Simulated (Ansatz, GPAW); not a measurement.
## Work function of a 2-layer slab of V(111) at several levels

Aim: the work function of both faces of a 2-layer slab of V(111), and its spread over functionals and bases.

Calculated with GPAW 26.7.0 and Ansatz 0.2.0; GPAW, PAW setups; slab in vacuum, in the first sound run; inputs show where later runs differ.

Report form: the programs' logs are mostly left out.

## Step 1: The starting structure

The cell holds 2 atoms: 2 V. Its edges and angles: a = 4.271 Å, b = 4.271 Å, c = 16.872 Å, α = 90.0°, β = 90.0°, γ = 60.0°. Vacuum lies along c.

## Step 2: Relaxing the atoms

Forces are removed first; all later runs use this geometry. The lowest 1 atoms are held at bulk positions and keep their forces.

run.py reads:

```python
import json
import numpy as np
from ase import Atoms
from ase.constraints import FixAtoms
from ase.optimize import BFGS
from gpaw import GPAW, PW

slab = Atoms(
    ['V', 'V'],
    positions=[
        [4.27092, 2.46582, 8.00000],
        [0.00000, 0.00000, 8.87180]],
    cell=[[4.27092, 0.0, 0.0], [2.13546, 3.69873, 0.0], [0.0, 0.0, 16.8718]],
    pbc=[True, True, False])

slab.calc = GPAW(mode=PW(400), xc='PBE', kpts={'size': (9, 9, 1), 'gamma': True},
                 occupations={'name': 'fermi-dirac', 'width': 0.1}, nbands='160%',
                 convergence={'density': 0.0001}, maxiter=200,
                 poissonsolver={'dipolelayer': 'xy'},
                 symmetry={'tolerance': 1e-3, 'extra_ids': [1, 0]}, txt='slab.txt')
result = {}
slab.set_constraint(FixAtoms([0]))
path = []
opt = BFGS(slab, maxstep=0.2)
opt.attach(lambda: path.append((slab.get_potential_energy(), slab.positions.tolist(), slab.get_forces().tolist())))
result['relaxed'] = bool(opt.run(fmax=0.05, steps=30))
result['path'] = path
energy = slab.get_potential_energy()
fermi = slab.calc.get_fermi_level()
v = slab.calc.get_electrostatic_potential().mean((0, 1)) - fermi
n = slab.calc.get_pseudo_density().mean((0, 1))
L = slab.cell[2, 2]
z = np.arange(len(v)) * L / len(v)
low, high = slab.positions[:, 2].min(), slab.positions[:, 2].max()
below, above = np.interp([low - 5.8, high + 5.8], z, v)
slopes = [np.interp(x, z, np.gradient(v, z)) for x in (low - 5.8, high + 5.8)]
eps = np.array([[slab.calc.get_eigenvalues(k, s) for k in range(len(slab.calc.get_ibz_k_points()))]
                for s in range(slab.calc.get_number_of_spins())]) - fermi
top, bottom = eps[eps < 0].max(), eps[eps > 0].min()
dipole = slab.get_dipole_moment()[2]
print(f'energy {energy:.4f} eV, Fermi level {fermi:.4f} eV, dipole {dipole:.5f} e A')
print(f'potential 5.8 A off the faces, from the Fermi level: lower {below:.4f} eV, upper {above:.4f} eV')
print(f'slope of the potential there: lower {slopes[0]:.5f}, upper {slopes[1]:.5f} eV/A')
print(f'nearest levels on the mesh: {top:.4f} and {bottom:.4f} eV')
print('magnetic moment', round(slab.get_magnetic_moment(), 3))
result.update(energy=energy, fermi=fermi, dipole=dipole, below=below, above=above, slopes=slopes, edges=[top, bottom],
              z=z.tolist(), v=v.tolist(), n=n.tolist(), positions=slab.positions.tolist(),
              forces=slab.get_forces(apply_constraint=False).tolist(), moments=slab.get_magnetic_moments().tolist())
json.dump(result, open('result.json', 'w'))
```

Launch:

```
$ OMP_NUM_THREADS=1 OPENBLAS_NUM_THREADS=1 python run.py
```

The job ended after 91 s (1 thread of Arm Neoverse V1, shared host; peak memory 0.19 GiB).

This run has no spin polarisation, although V can carry a moment.

The steps of the relaxation:

| step | energy less that of the first step (eV) | largest force (eV/Å) |
| --- | --- | --- |
| 1 | 0.0000 | 0.2594 |
| 2 | -0.0010 | 0.2549 |
| 3 | -0.0135 | 0.0959 |
| 4 | -0.0194 | 0.0080 |

The atoms that moved most (Å):

| atom | dx | dy | dz | length |
| --- | --- | --- | --- | --- |
| V2 | 0.000 | 0.000 | -0.149 | 0.149 |

Final coordinates:

```xyz
2
Lattice="4.2709 0.0000 0.0000 2.1355 3.6987 0.0000 0.0000 0.0000 16.8718" Properties=species:S:1:pos:R:3
V     4.2709    2.4658    8.0000
V     0.0000    0.0000    8.7228
```

Numbers from this step:

```yaml
dipole_along_the_normal: -6.66e-5 e·Å
levels_nearest_the_fermi_level_on_the_mesh: -0.006732, 0.004122 eV from the Fermi level
upper_work_function: 3.900 eV
lower_work_function: 3.900 eV
```

Table of electrostatic potential energy of an electron (without an applied field's), less the Fermi level, planar mean by z:

| z (Å) | electrostatic potential energy of an electron (without an applied field's), less the Fermi level, planar mean (eV) |
| --- | --- |
| 0.0 | 3.90 |
| 0.5 | 3.90 |
| 1.0 | 3.90 |
| 1.5 | 3.90 |
| 2.0 | 3.90 |
| 2.5 | 3.90 |
| 3.0 | 3.90 |
| 3.5 | 3.90 |
| 4.0 | 3.90 |
| 4.5 | 3.89 |
| 5.0 | 3.87 |
| 5.5 | 3.82 |
| 6.0 | 3.66 |
| 6.5 | 3.17 |
| 7.0 | 1.72 |
| 7.5 | -2.54 |
| 8.0 | -9.01 |
| 8.5 | -10.0 |
| 9.0 | -5.72 |
| 9.5 | 0.363 |
| 10.0 | 2.71 |
| 10.5 | 3.51 |
| 11.0 | 3.77 |
| 11.5 | 3.86 |
| 12.0 | 3.89 |
| 12.5 | 3.90 |
| 13.0 | 3.90 |
| 13.5 | 3.90 |
| 14.0 | 3.90 |
| 14.5 | 3.90 |
| 15.0 | 3.90 |
| 15.5 | 3.90 |
| 16.0 | 3.90 |
| 16.5 | 3.90 |

Table of pseudo valence density, planar mean by z:

| z (Å) | pseudo valence density, planar mean (e/Å³) |
| --- | --- |
| 0.00 | 0 |
| 0.42 | 0 |
| 0.84 | 0 |
| 1.27 | 0 |
| 1.90 | 0 |
| 2.32 | 1.6e-6 |
| 2.74 | 4.0e-6 |
| 3.16 | 1.1e-5 |
| 3.59 | 2.8e-5 |
| 4.01 | 7.4e-5 |
| 4.43 | 1.9e-4 |
| 4.85 | 5.1e-4 |
| 5.48 | 0.00210 |
| 5.91 | 0.00532 |
| 6.33 | 0.0132 |
| 6.75 | 0.0325 |
| 7.17 | 0.0956 |
| 7.59 | 0.435 |
| 8.01 | 1.08 |
| 8.65 | 1.08 |
| 9.07 | 0.544 |
| 9.49 | 0.116 |
| 9.91 | 0.0374 |
| 10.33 | 0.0151 |
| 10.76 | 0.00610 |
| 11.18 | 0.00241 |
| 11.81 | 5.8e-4 |
| 12.23 | 2.2e-4 |
| 12.65 | 8.5e-5 |
| 13.08 | 3.3e-5 |
| 13.50 | 1.2e-5 |
| 13.92 | 4.7e-6 |
| 14.34 | 1.8e-6 |
| 14.76 | 0 |
| 15.40 | 0 |
| 15.82 | 0 |
| 16.24 | 0 |
| 16.66 | 0 |

The relaxation lowered the energy of the cell by 0.0194 eV (energies extrapolated to zero smearing; the optimiser's log prints free energies). The largest force left on a free atom is 0.0080 eV/Å.

## Step 3: The slab's potential

With the geometry fixed, the planar mean of the potential gives the vacuum level on each side.

Edit run.py of step 2 so:

```diff
@@ -3,4 +3,2 @@
 from ase import Atoms
-from ase.constraints import FixAtoms
-from ase.optimize import BFGS
 from gpaw import GPAW, PW
@@ -11,3 +9,3 @@
         [4.27092, 2.46582, 8.00000],
-        [0.00000, 0.00000, 8.87180]],
+        [0.00000, 0.00000, 8.72278]],
     cell=[[4.27092, 0.0, 0.0], [2.13546, 3.69873, 0.0], [0.0, 0.0, 16.8718]],
@@ -17,12 +15,6 @@
                  occupations={'name': 'fermi-dirac', 'width': 0.1}, nbands='160%',
-                 convergence={'density': 0.0001}, maxiter=200,
+                 convergence={'density': 1e-05}, maxiter=200,
                  poissonsolver={'dipolelayer': 'xy'},
-                 symmetry={'tolerance': 1e-3, 'extra_ids': [1, 0]}, txt='slab.txt')
+                 symmetry={'tolerance': 1e-3}, txt='slab.txt')
 result = {}
-slab.set_constraint(FixAtoms([0]))
-path = []
-opt = BFGS(slab, maxstep=0.2)
-opt.attach(lambda: path.append((slab.get_potential_energy(), slab.positions.tolist(), slab.get_forces().tolist())))
-result['relaxed'] = bool(opt.run(fmax=0.05, steps=30))
-result['path'] = path
 energy = slab.get_potential_energy()
```

Elapsed: 27 s, on 1 thread; peak memory 0.2 GiB.

This step gave:

| Item | Value |
| --- | --- |
| dipole along the normal | -1.20e-5 e·Å |
| levels nearest the Fermi level on the mesh | -0.006730, 0.004120 eV from the Fermi level |

Electrostatic potential energy of an electron (without an applied field's), less the Fermi level, planar mean against z:

(Unchanged from step 2.)

Table of pseudo valence density, planar mean by z:

| z (Å) | pseudo valence density, planar mean (e/Å³) |
| --- | --- |
| 4 | 7.3e-5 |
| 5 | 7.2e-4 |
| 6 | 0.00672 |
| 7 | 0.0615 |
| 8 | 1.07 |
| 9 | 0.674 |
| 10 | 0.0316 |
| 11 | 0.00361 |
| 12 | 3.8e-4 |
| 13 | 4.0e-5 |

The potential is flat to 9.9e-5 eV/Å where it is read, so the vacuum is wide enough.

## Step 4: Self-consistent run: xc = "LDA"

The same geometry under LDA, to see how far the functional moves the levels against the vacuum.

Edit run.py of step 3 so:

```diff
@@ -13,3 +13,3 @@
 
-slab.calc = GPAW(mode=PW(400), xc='PBE', kpts={'size': (9, 9, 1), 'gamma': True},
+slab.calc = GPAW(mode=PW(400), xc='LDA', kpts={'size': (9, 9, 1), 'gamma': True},
                  occupations={'name': 'fermi-dirac', 'width': 0.1}, nbands='160%',
```

It took 24 s on 1 thread; peak memory 0.19 GiB.

This step gave:

```yaml
dipole_along_the_normal: -1.47e-5 e·Å
levels_nearest_the_fermi_level_on_the_mesh: -0.005975, 0.04240 eV from the Fermi level
upper_work_function: 4.146 eV
lower_work_function: 4.146 eV
```

The electrostatic potential energy of an electron (without an applied field's), less the Fermi level, planar mean by z:

z (Å), electrostatic potential energy of an electron (without an applied field's), less the Fermi level, planar mean (eV) and a bar from the least value:
```
        0       4.15 ##############################
        1       4.15 ##############################
        2       4.15 ##############################
        3       4.15 ##############################
        4       4.14 ##############################
        5       4.12 ##############################
        6       3.91 #############################
        7       1.99 #########################
        8      -8.72 
        9      -5.44 ########
       10       2.97 ###########################
       11       4.02 ##############################
       12       4.13 ##############################
       13       4.15 ##############################
       14       4.15 ##############################
       15       4.15 ##############################
       16       4.15 ##############################
```

The pseudo valence density, planar mean by z:

z (Å), pseudo valence density, planar mean (e/Å³) and a bar:
```
     0.00       0.00 
     0.63       0.00 
     1.05       0.00 
     1.69       0.00 
     2.32       0.00 
     2.95       0.00 
     3.37       0.00 
     4.01       0.00 
     4.64       0.00 
     5.27       0.00 
     5.69       0.00 
     6.33       0.01 
     6.96       0.05 #
     7.38       0.19 #####
     8.01       1.08 ##############################
     8.65       1.08 ##############################
     9.28       0.24 #######
     9.70       0.06 ##
    10.33       0.01 
    10.97       0.00 
    11.39       0.00 
    12.02       0.00 
    12.65       0.00 
    13.29       0.00 
    13.71       0.00 
    14.34       0.00 
    14.97       0.00 
    15.61       0.00 
    16.03       0.00 
    16.66       0.00
```

Force by atom:

| atom | x (eV/Å) | y (eV/Å) | z (eV/Å) | size |
| --- | --- | --- | --- | --- |
| V1 | 0.000 | 0.000 | 0.366 | 0.366 |
| V2 | 0.000 | 0.000 | -0.366 | 0.366 |

The upper face's work function is 4.146 eV, against 3.900 eV in the first plane-wave PBE run at this geometry.

## Step 5: OptPBE vdW: xc = "optPBE-vdW"

The same geometry under optPBE-vdW, to see how far the functional moves the levels against the vacuum (the van der Waals functionals take revPBE setups).

Edit run.py of step 4 so:

```diff
@@ -13,3 +13,3 @@
 
-slab.calc = GPAW(mode=PW(400), xc='LDA', kpts={'size': (9, 9, 1), 'gamma': True},
+slab.calc = GPAW(mode=PW(400), xc='optPBE-vdW', kpts={'size': (9, 9, 1), 'gamma': True},
                  occupations={'name': 'fermi-dirac', 'width': 0.1}, nbands='160%',
```

Wall time 43 s (1 thread); peak memory 0.36 GiB.

Numbers from this step:

* dipole along the normal: -1.15e-5 e·Å
* levels nearest the Fermi level on the mesh: -0.01426, 0.01180 eV from the Fermi level
* upper work function: 4.042 eV
* lower work function: 4.042 eV

Table of electrostatic potential energy of an electron (without an applied field's), less the Fermi level, planar mean by z:

| z (Å) | electrostatic potential energy of an electron (without an applied field's), less the Fermi level, planar mean (eV) |
| --- | --- |
| 0.0 | 4.04 |
| 0.5 | 4.04 |
| 1.0 | 4.04 |
| 1.5 | 4.04 |
| 2.0 | 4.04 |
| 2.5 | 4.04 |
| 3.0 | 4.04 |
| 3.5 | 4.04 |
| 4.0 | 4.04 |
| 4.5 | 4.03 |
| 5.0 | 4.01 |
| 5.5 | 3.94 |
| 6.0 | 3.75 |
| 6.5 | 3.23 |
| 7.0 | 1.74 |
| 7.5 | -2.53 |
| 8.0 | -8.98 |
| 8.5 | -9.96 |
| 9.0 | -5.71 |
| 9.5 | 0.371 |
| 10.0 | 2.75 |
| 10.5 | 3.58 |
| 11.0 | 3.88 |
| 11.5 | 3.98 |
| 12.0 | 4.02 |
| 12.5 | 4.03 |
| 13.0 | 4.04 |
| 13.5 | 4.04 |
| 14.0 | 4.04 |
| 14.5 | 4.04 |
| 15.0 | 4.04 |
| 15.5 | 4.04 |
| 16.0 | 4.04 |
| 16.5 | 4.04 |

The upper face's work function is 4.042 eV, against 3.900 eV in the first plane-wave PBE run at this geometry.

## Step 6: Self-consistent run: xc = "revPBE"

The same geometry under revPBE, to see how far the functional moves the levels against the vacuum.

Edit run.py of step 5 so:

```diff
@@ -13,3 +13,3 @@
 
-slab.calc = GPAW(mode=PW(400), xc='optPBE-vdW', kpts={'size': (9, 9, 1), 'gamma': True},
+slab.calc = GPAW(mode=PW(400), xc='revPBE', kpts={'size': (9, 9, 1), 'gamma': True},
                  occupations={'name': 'fermi-dirac', 'width': 0.1}, nbands='160%',
```

It took 27 s on 1 thread; peak memory 0.2 GiB.

This step gave:

* dipole along the normal: -8.83e-6 e·Å
* levels nearest the Fermi level on the mesh: -0.006756, 0.06357 eV from the Fermi level
* upper work function: 3.781 eV
* lower work function: 3.781 eV

Electrostatic potential energy of an electron (without an applied field's), less the Fermi level, planar mean against z:

| z (Å) | electrostatic potential energy of an electron (without an applied field's), less the Fermi level, planar mean (eV) |
| --- | --- |
| 0.0 | 3.78 |
| 0.5 | 3.78 |
| 1.0 | 3.78 |
| 1.5 | 3.78 |
| 2.0 | 3.78 |
| 2.5 | 3.78 |
| 3.0 | 3.78 |
| 3.5 | 3.78 |
| 4.0 | 3.78 |
| 4.5 | 3.77 |
| 5.0 | 3.76 |
| 5.5 | 3.70 |
| 6.0 | 3.55 |
| 6.5 | 3.06 |
| 7.0 | 1.63 |
| 7.5 | -2.61 |
| 8.0 | -9.09 |
| 8.5 | -10.1 |
| 9.0 | -5.79 |
| 9.5 | 0.277 |
| 10.0 | 2.61 |
| 10.5 | 3.39 |
| 11.0 | 3.65 |
| 11.5 | 3.74 |
| 12.0 | 3.77 |
| 12.5 | 3.78 |
| 13.0 | 3.78 |
| 13.5 | 3.78 |
| 14.0 | 3.78 |
| 14.5 | 3.78 |
| 15.0 | 3.78 |
| 15.5 | 3.78 |
| 16.0 | 3.78 |
| 16.5 | 3.78 |

The upper face's work function is 3.781 eV, against 3.900 eV in the first plane-wave PBE run at this geometry.

## Step 7: Real-space grid: mode = "fd"

A real-space grid is a second complete basis, so it checks the plane-wave result.

Edit run.py of step 6 so:

```diff
@@ -3,3 +3,3 @@
 from ase import Atoms
-from gpaw import GPAW, PW
+from gpaw import GPAW
 
@@ -13,3 +13,3 @@
 
-slab.calc = GPAW(mode=PW(400), xc='revPBE', kpts={'size': (9, 9, 1), 'gamma': True},
+slab.calc = GPAW(mode='fd', h=0.18, xc='PBE', kpts={'size': (9, 9, 1), 'gamma': True},
                  occupations={'name': 'fermi-dirac', 'width': 0.1}, nbands='160%',
```

It took 80 s on 1 thread; peak memory 0.42 GiB.

Numbers from this step:

```yaml
dipole_along_the_normal: -2.31e-5 e·Å
levels_nearest_the_fermi_level_on_the_mesh: -0.005034, 0.002898 eV from the Fermi level
upper_work_function: 3.899 eV
lower_work_function: 3.899 eV
```

Electrostatic potential energy of an electron (without an applied field's), less the Fermi level, planar mean against z:

z (Å), electrostatic potential energy of an electron (without an applied field's), less the Fermi level, planar mean (eV) and a bar from the least value:
```
      0.0        3.9 ##############################
      0.5        3.9 ##############################
      1.0        3.9 ##############################
      1.5        3.9 ##############################
      2.0        3.9 ##############################
      2.5        3.9 ##############################
      3.0        3.9 ##############################
      3.5        3.9 ##############################
      4.0        3.9 ##############################
      4.5        3.9 ##############################
      5.0        3.9 ##############################
      5.5        3.8 ##############################
      6.0        3.7 #############################
      6.5        3.2 ############################
      7.0        1.7 #########################
      7.5       -2.5 ################
      8.0       -9.0 ##
      8.5      -10.0 
      9.0       -5.7 #########
      9.5        0.4 ######################
     10.0        2.7 ###########################
     10.5        3.5 #############################
     11.0        3.8 ##############################
     11.5        3.9 ##############################
     12.0        3.9 ##############################
     12.5        3.9 ##############################
     13.0        3.9 ##############################
     13.5        3.9 ##############################
     14.0        3.9 ##############################
     14.5        3.9 ##############################
     15.0        3.9 ##############################
     15.5        3.9 ##############################
     16.0        3.9 ##############################
     16.5        3.9 ##############################
```

The upper face's work function is 3.899 eV, against 3.900 eV in the first plane-wave PBE run at this geometry.

## Step 8: Atomic orbitals: mode = "lcao"

Atom-centred orbitals end a few angstrom from the surface, which tests how much the density's tail matters.

Edit run.py of step 7 so:

```diff
@@ -13,4 +13,4 @@
 
-slab.calc = GPAW(mode='fd', h=0.18, xc='PBE', kpts={'size': (9, 9, 1), 'gamma': True},
-                 occupations={'name': 'fermi-dirac', 'width': 0.1}, nbands='160%',
+slab.calc = GPAW(mode='lcao', basis='dzp', h=0.18, xc='PBE', kpts={'size': (9, 9, 1), 'gamma': True},
+                 occupations={'name': 'fermi-dirac', 'width': 0.1}, nbands='120%',
                  convergence={'density': 1e-05}, maxiter=200,
```

It took 52 s on 1 thread; peak memory 0.26 GiB.

Numbers from this step:

* dipole along the normal: -9.94e-6 e·Å
* levels nearest the Fermi level on the mesh: -0.01573, 5.85e-4 eV from the Fermi level
* upper work function: 3.866 eV
* lower work function: 3.867 eV

The electrostatic potential energy of an electron (without an applied field's), less the Fermi level, planar mean by z:

z (Å), electrostatic potential energy of an electron (without an applied field's), less the Fermi level, planar mean (eV) and a bar from the least value:
```
        0        3.9 ##############################
        1        3.9 ##############################
        2        3.9 ##############################
        3        3.9 ##############################
        4        3.9 ##############################
        5        3.8 ##############################
        6        3.6 #############################
        7        1.7 #########################
        8       -9.1 
        9       -5.8 ########
       10        2.6 ###########################
       11        3.7 ##############################
       12        3.9 ##############################
       13        3.9 ##############################
       14        3.9 ##############################
       15        3.9 ##############################
       16        3.9 ##############################
```

The upper face's work function is 3.866 eV, against 3.900 eV in the first plane-wave PBE run at this geometry.

## Step 9: The ladder

Times are for 1 thread of Arm Neoverse V1, shared host. The runs compared:

| no. | run | upper work function (eV) | time | memory (GiB) |
| --- | --- | --- | --- | --- |
| 1 | pw | 3.900 | 27 s | 0.2 |
| 2 | LDA | 4.146 | 24 s | 0.19 |
| 3 | optPBE vdW | 4.042 | 43 s | 0.36 |
| 4 | revPBE | 3.781 | 27 s | 0.2 |
| 5 | fd | 3.899 | 80 s | 0.42 |
| 6 | lcao | 3.866 | 52 s | 0.26 |

(Part 1 of 2 ends here.)

[Logs are printed without paths, hosts, clocks, repeated set-up lines and the standing remarks that a program may print on its own settings, such as how far it seeks lower states.]

[Hosts, paths, dates, database ids (printed as entryN), source tags and the programs' standing remarks are cut or masked in the printed files.]
